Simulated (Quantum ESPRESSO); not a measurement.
# Dipole at the next field: 1T-PbSeTe, 1 layer

Method. Quantum ESPRESSO 7.5, PBE, GBRV ultrasoft; sawtooth field along the normal with dipole correction, ions clamped, threshold 1e-9 Ry; cell area 13.567 Å².

```tsv
field (V/Å)	dipole (e Å a cell)
0	−0.02450
0.1	0.02328
0.2	0.07114
```

To predict: What is the dipole at −0.2 V/Å, and what electrostatic thickness 4πα/A follows from the rows?

**Worked estimate.** The slope is (0.07114 − (−0.02450))/0.2 = 0.4782 e Å²/V, so 4πα/A = 180.95 × 0.4782/13.567 = 6.38 Å. Linear response gives p = −0.02450 + 0.4782 × (−0.2) = −0.12014 e Å; a parabola through the three rows gives −0.11982.

**Check.** p = −0.12007 e Å. The line misses by 0.1 % of the induced dipole and the parabola by 0.3 %. The response is linear over this range.

Caveats: Electrons alone respond; local and semilocal functionals tend to overscreen.

[Logs are printed without paths, hosts, clocks, repeated set-up lines and the standing remarks that a program may print on its own settings, such as how far it seeks lower states.]
